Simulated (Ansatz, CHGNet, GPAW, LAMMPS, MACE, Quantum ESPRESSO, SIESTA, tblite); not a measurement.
**Amorphous Hg22Cd11S33 (66 atoms) in tblite**

How near does tblite come to plane waves for amorphous Hg22Cd11S33 (66 atoms)?

Method: the method is named at each step, in tblite 0.8.0.

## (1) Set-up

The cell holds 66 atoms: 22 Hg, 11 Cd and 33 S. Its edges and angles: a = 12.107 Å, b = 12.107 Å, c = 12.107 Å, α = 90.0°, β = 90.0°, γ = 90.0°. 66 atoms (22 Hg, 11 Cd, 33 S) placed at random at 6.28 g/cm³, melted at 2500 K for 10 ps at fixed volume with the Stillinger-Weber II-VI potential (Zhou et al., Phys. Rev. B 88, 085309 (2013)). Quenched from 2500 K to 300 K at 5 K/ps and fixed volume, annealed at 1000 K for 50 ps, held 5 ps.

The yardstick, on the same geometry:

```
method                 : Kohn-Sham DFT, PBE, PAW, plane waves (Ansatz 0.2.0); cutoff 420 eV, Γ point, fermi-dirac smearing of 0.05 eV; PAW set soft_2
r.m.s. force component : 0.4319 eV/Å
longest force          : 1.504 eV/Å
pressure               : -0.3048 GPa
SCF cycles             : 11
time                   : 60 s on 4 threads of Arm Neoverse N1, shared host
CPU time               : 3.9 min
```

## (2) GFN1-xTB

Method: GFN1-xTB tight binding, diagonalisation.

Contents of run.py:

```python
import numpy as np
from ase.io import read
from tblite.ase import TBLite

atoms = read("structure.xyz")
atoms.calc = TBLite(method="GFN1-xTB", electronic_temperature=580, accuracy=1.0, max_iterations=250, mixer_damping=0.4, verbosity=1)
energy = atoms.get_potential_energy()
forces = atoms.get_forces()
print(f"energy {energy:.6f} eV")
print("forces (eV/A)")
for i, (a, f) in enumerate(zip(atoms, forces)):
    print(f"{i:4d} {a.symbol:2s} {f[0]:10.5f} {f[1]:10.5f} {f[2]:10.5f}")
stress = -atoms.get_stress(voigt=False) * 160.21766
print("stress (GPa, compression positive)")
for row in stress:
    print(" ".join(f"{x:10.4f}" for x in row))
print("charges (e)")
print(np.array2string(atoms.get_charges(), precision=4, suppress_small=True, max_line_width=110, threshold=100000))
```

Contents of structure.xyz:

```xyz
66
Lattice="12.10720 0.00000 0.00000 0.00000 12.10720 0.00000 0.00000 0.00000 12.10720" Properties=species:S:1:pos:R:3 pbc="T T T"
Hg 2.73029 8.20783 0.96083
Hg 5.90880 1.43640 5.29593
Hg 2.28596 4.84809 7.50441
Hg 10.55203 1.12779 3.60565
Hg 6.29248 7.65889 1.21411
Hg 6.14477 4.27711 11.46346
Hg 2.33802 7.40065 5.59607
Hg 7.61882 0.58889 9.72414
Hg 1.89635 4.46271 11.11247
Hg 0.59858 4.45448 3.07123
Hg 2.35642 1.61897 5.25041
Hg 8.70786 4.09344 3.84186
Hg 0.59870 10.30807 3.30769
Hg 8.17103 10.79224 4.84470
Hg 10.46135 2.66044 11.92959
Hg 8.00468 7.96424 9.55863
Hg 5.18176 3.00537 8.39634
Hg 5.51895 11.00956 7.58613
Hg 4.29055 7.31844 9.46057
Hg 1.58750 10.42394 6.48692
Hg 8.24258 4.15204 8.07696
Hg 11.35873 3.73895 7.14761
Cd 10.57455 7.24580 5.95178
Cd 5.15210 11.36636 11.43876
Cd 4.58693 10.52624 3.41919
Cd 6.46924 7.26735 5.65031
Cd 9.72535 10.95895 0.55935
Cd 1.69428 0.70827 1.14970
Cd 9.99716 6.82713 0.89242
Cd 6.42965 1.78375 1.49282
Cd 10.82820 10.15056 8.81162
Cd 0.39130 6.83597 9.55670
Cd 1.86620 0.65791 9.28671
S 1.02596 10.44028 9.80247
S 10.80447 11.58829 6.70533
S 4.84833 8.83269 11.57267
S 4.42906 0.62413 9.30002
S 10.34572 7.71471 8.35021
S 2.19806 8.19367 8.22842
S 4.17577 0.12470 1.48156
S 4.51102 6.05493 4.76128
S 9.15232 8.99347 2.18196
S 10.41510 4.49904 1.86160
S 0.97947 2.15496 11.35256
S 5.05185 5.47633 1.76608
S 7.77282 6.28884 11.54325
S 2.12397 5.53275 1.27610
S 6.56029 8.93717 3.74209
S 8.26716 3.10065 10.50808
S 6.30712 3.42295 3.40176
S 9.66251 2.36926 5.58771
S 3.92419 11.67013 5.70310
S 4.13037 3.33602 6.01897
S 7.80793 0.46298 7.00789
S 10.65446 9.53309 4.65086
S 6.11474 8.37600 7.86060
[... 6 atom lines left out ...]
S 0.26648 7.76205 12.03141
S 8.48569 5.71787 5.88894
S 2.72218 8.86901 3.40237
S 0.15037 10.66814 0.61226
```

Started as:

```
$ OMP_NUM_THREADS=1 python run.py > output.txt
```

The program printed:

```text
------------------------------------------------------------
  cycle        total energy    energy error   density error
------------------------------------------------------------
      1     -150.3367218934  -1.4994379E+02   6.3334588E-01
      2     -136.9679759675   1.3368746E+01   5.9830444E-01
      3     -141.1899625631  -4.2219866E+00   5.2041888E-01
      4     -150.3052339554  -9.1152714E+00   3.5423223E-01
      5     -151.9844253555  -1.6791914E+00   2.0373566E-01
      6     -152.5558793572  -5.7145400E-01   1.1712284E-01
      7     -151.1987534043   1.3571260E+00   2.0163535E-01
      8     -152.7035426069  -1.5047892E+00   8.6488108E-02
      9     -152.8601275777  -1.5658497E-01   5.5069609E-02
     10     -152.9148232343  -5.4695657E-02   3.0854052E-02
     11     -152.9263573096  -1.1534075E-02   2.4831016E-02
     12     -152.9420480720  -1.5690762E-02   1.2879852E-02
     13     -152.9435008027  -1.4527307E-03   1.2490890E-02
     14     -152.9468891629  -3.3883603E-03   5.7541924E-03
     15     -152.9470603716  -1.7120863E-04   4.5255022E-03
     16     -152.9475291005  -4.6872890E-04   2.5088054E-03
     17     -152.9476495839  -1.2048339E-04   1.1149235E-03
     18     -152.9476865684  -3.6984506E-05   4.6174000E-04
     19     -152.9476914253  -4.8568930E-06   2.1105841E-04
     20     -152.9476926009  -1.1756080E-06   6.3931448E-05
     21     -152.9476925021   9.8800086E-08   7.9693425E-05
     22     -152.9476926715  -1.6946771E-07   2.7334092E-05
     23     -152.9476926855  -1.4005877E-08   1.9504213E-05
------------------------------------------------------------
 total:                                   4.657 sec
energy -4161.918707 eV
forces (eV/A)
   0 Hg   -0.74141   -0.79021   -0.32718
   1 Hg    0.41047    0.80639   -0.27905
   2 Hg    0.00190   -0.10542   -0.47748
   3 Hg   -0.46960   -0.15280    0.24720
   4 Hg    0.85494   -0.09203    0.53524
   5 Hg   -0.03190    0.77142    1.48740
   6 Hg    1.05559   -0.61594   -0.30774
   7 Hg   -0.17326    0.34195   -0.56357
   8 Hg   -0.16600    0.29971    0.41671
   9 Hg   -0.01997    0.43525   -0.20261
  10 Hg   -0.03651    0.21473    0.09477
  11 Hg    0.10884    0.03706    0.22177
  12 Hg   -0.45785   -0.09418   -0.77569
  13 Hg    0.90884   -0.48411   -0.01092
  14 Hg    0.13152    0.44960    0.44480
  15 Hg    0.49473    0.32600    0.07202
  16 Hg    0.19000   -0.28991   -0.54583
  17 Hg    0.28154   -0.23830    0.25323
  18 Hg    0.38022    0.87496   -0.20621
  19 Hg   -0.68255    0.23823    0.88782
  20 Hg   -0.00114   -0.09586   -0.64769
  21 Hg    0.01972   -0.80204   -0.61292
  22 Cd   -0.40161    0.30537   -0.26026
  23 Cd   -0.44799   -0.03977    0.19718
[...]
58 S    -0.14746    0.34277    0.04999
  59 S     0.72348   -0.05622   -0.03769
  60 S     0.11529   -0.18114   -0.33684
  61 S    -0.24479    0.16089    0.66628
  62 S     0.05115   -0.06870   -0.65033
  63 S     0.04826    0.16399    0.02267
  64 S    -0.61204    0.28189    0.04102
  65 S     0.60031    0.30350    0.70406
stress (GPa, compression positive)
   -2.4857    -0.2351    -0.0657
   -0.2351    -2.4236    -0.3798
   -0.0657    -0.3798    -2.7044
charges (e)
[ 0.1737  0.1405  0.1121  0.1856  0.1493  0.1391  0.1251  0.1522  0.1335  0.1684  0.1941  0.1542  0.1315
  0.1595  0.1424  0.1331  0.1346  0.1512  0.1744  0.1118  0.1346  0.1335  0.4709  0.4437  0.4594  0.447
  0.4181  0.4576  0.4023  0.3956  0.4548  0.3757  0.4278 -0.2544 -0.1897 -0.2477 -0.2762 -0.3014 -0.2282
 -0.2991 -0.2403 -0.2629 -0.2592 -0.268  -0.1779 -0.2836 -0.2096 -0.2399 -0.1977 -0.1847 -0.2573 -0.2629
 -0.2093 -0.2275 -0.1823 -0.2621 -0.2873 -0.2838 -0.2187 -0.2498 -0.226  -0.2488 -0.2281 -0.2344 -0.238
 -0.2505]
```

It took 5.5 s on 1 thread of Arm Neoverse N1, shared host; peak memory 0.13 GiB.

Banners, paths, timers and routine set-up lines are dropped from the logs unmarked, and long logs keep their key lines alone; longer cuts are marked.

Against the reference:

- r.m.s. force component: 0.4768 eV/Å
- r.m.s. difference of force components: 296.8 meV/Å
- longest difference of force vectors: 1042 meV/Å
- force difference over r.m.s. force: 68.72 %
- slope of forces against the reference's: 0.8732
- correlation of force components: 0.791
- pressure: -2.538 GPa
- pressure difference: -2.233 GPa

Length of the force difference by element (eV/Å):

```tsv
element	atoms	mean	most
Cd	11	0.41	0.62
Hg	22	0.55	1.0
S	33	0.44	0.85
```

A closer look about Cd33, picked at random: 9 atoms, nearest first, numbered in the order of the input, with positions taken from that point.

```tsv
atom	x	y	z	distance (Å)	bonds	Mulliken charge (e)	Fx	Fy	Fz (eV/Å)
Cd33	0.00	0.00	0.00	0.00	4	0.43	-0.61	-0.46	0.29
S34	-0.84	-2.32	0.52	2.53	2	-0.25	0.11	0.42	-0.45
S37	2.56	-0.03	0.01	2.56	4	-0.28	0.87	-0.11	0.16
S62	-1.16	0.89	-2.17	2.61	3	-0.25	-0.24	0.16	0.67
S44	-0.89	1.50	2.07	2.70	4	-0.27	-0.71	0.01	-0.35
Hg20	-0.28	-2.34	-2.80	3.66	2	0.11	-0.68	0.24	0.89
Cd28	-0.17	0.05	3.97	3.97	4	0.46	-0.10	-0.47	-0.14
Cd31	-3.15	-2.61	-0.48	4.12	4	0.45	0.22	0.36	0.08
Hg17	3.32	2.35	-0.89	4.16	3	0.13	0.19	-0.29	-0.55
```

Atoms are counted from 1 here, from 0 in the log.

Forces lie 69 % from the reference's, at 0.024 times its CPU time (on 1 against 4 cores).

## (3) Outcome

| Property | Result |
| --- | --- |
| force difference from the reference | tblite GFN1-xTB, 69 % |
| its CPU time | 5.5 s |

In words: Tight binding differs by 69 % (tblite GFN1-xTB); it is another model, with fitted parameters of its own, and the xTB methods hold dispersion. One electronic-structure run takes under half the reference's CPU time: tblite GFN1-xTB, at 69 % in 5.5 s against 3.9 min, too far off to be of use; its pressure misses by -2.2 GPa. Periodic xTB results under one method name differ between programs and library versions. The quench rate of 5 K/ps is many orders above laboratory rates, so the cell is likely richer in defects and strain than a real sample. The network of bonds at the start is that of the classical potential that made the cell, and needn't be the one that DFT or experiment would give. The electronic-structure runs sample only Γ, in a cell whose shortest periodic width is 12 Å, which is coarse for a cell with partly filled levels. Spin–orbit coupling is left out, which matters for the levels of the heavy elements.

[Also dropped from logs without a mark: logging warnings of Python, and SIESTA's first energy breakdown and zero terms.]

[Logs are printed without paths, hosts, clocks, repeated set-up lines and the standing remarks that a program may print on its own settings, such as how far it seeks lower states.]

[Hosts, paths, dates, database ids (printed as entryN), source tags and the programs' standing remarks are cut or masked in the printed files.]
